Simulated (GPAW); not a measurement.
AgO (I4_1/a) has these Ag sites:
A. atom 1: 2 O at 2.17 Å (linear, site symmetry -1), then 2 O at 2.68 Å and 2 O at 2.90 Å
B. atom 5: 4 O at 2.02 Å (square planar, site symmetry -1), then 2 O at 2.80 Å and 8 Ag at 3.32 Å

Their Ag L₃ edges were computed (GPAW, LDA, excited-electron core hole (neutral cell), 16-atom cell with 6.6 Å between holes, 4×4×4 k points, dipole transitions, Gaussian full width 2.4 eV up to 4 eV, rising linearly to 3.5 eV at 25 eV) and are given in random order.

On one photon-energy scale, from the lowest onset; each scaled to a mean of 1 over its first 20 eV.

```csv
E (eV),spectrum 1,spectrum 2
-2.0,0.02,0.03
-1.5,0.05,0.11
-1.0,0.10,0.28
-0.5,0.19,0.59
0.0,0.30,0.98
0.5,0.40,1.32
1.0,0.49,1.45
1.5,0.55,1.30
2.0,0.57,1.00
2.5,0.54,0.70
3.0,0.50,0.50
3.5,0.46,0.44
4.0,0.44,0.46
4.5,0.45,0.52
5.0,0.47,0.59
5.5,0.52,0.65
6.0,0.57,0.72
6.5,0.62,0.79
7.0,0.66,0.85
7.5,0.68,0.87
8.0,0.69,0.86
8.5,0.70,0.82
9.0,0.71,0.77
9.5,0.72,0.73
10.0,0.74,0.71
10.5,0.76,0.70
11.0,0.79,0.71
11.5,0.84,0.72
12.0,0.89,0.74
12.5,0.95,0.76
13.0,1.02,0.79
13.5,1.10,0.83
14.0,1.20,0.87
14.5,1.33,0.91
15.0,1.48,0.95
15.5,1.65,1.01
16.0,1.81,1.08
16.5,1.93,1.17
17.0,2.02,1.28
17.5,2.05,1.42
18.0,2.04,1.58
18.5,1.99,1.76
19.0,1.90,1.95
19.5,1.78,2.13
20.0,1.67,2.26
20.5,1.58,2.31
21.0,1.53,2.29
21.5,1.50,2.20
22.0,1.50,2.07
22.5,1.50,1.93
23.0,1.50,1.79
23.5,1.49,1.68
24.0,1.48,1.58
24.5,1.46,1.50
25.0,1.45,1.43
25.5,1.46,1.37
26.0,1.47,1.32
26.5,1.49,1.29
27.0,1.49,1.26
27.5,1.49,1.24
28.0,1.47,1.23
28.5,1.44,1.22
29.0,1.40,1.22
29.5,1.38,1.23
30.0,1.37,1.24
30.5,1.38,1.27
31.0,1.41,1.30
31.5,1.46,1.36
32.0,1.51,1.42
```

Q: Which spectrum belongs to which site?

Spectrum 1 is A (onset at +0.00 eV, maxima 2.0 eV (0.57), 17.6 eV (2.05) and 27.0 eV (1.49) above its own zero). Spectrum 2 is B (onset at +0.59 eV, maxima 0.4 eV (1.45), 7.0 eV (0.87) and 20.0 eV (2.32) above its own zero).

[Banner, clock and machine lines of the logs are left out without a mark of their own.]

[Logs are printed without paths, hosts, clocks, repeated set-up lines and the standing remarks that a program may print on its own settings, such as how far it seeks lower states.]

[Hosts, paths, dates, database ids (printed as entryN), source tags and the programs' standing remarks are cut or masked in the printed files.]

[Lists of maxima count a maximum above −3 eV only where it reaches 4 % of the highest in the window and stands out from its surroundings by 2 % of it (1.5 % where it reaches 55 %); shoulders and weaker maxima are passed over, and of the rest the first, up to two pre-edge ones and the few strongest are named.]
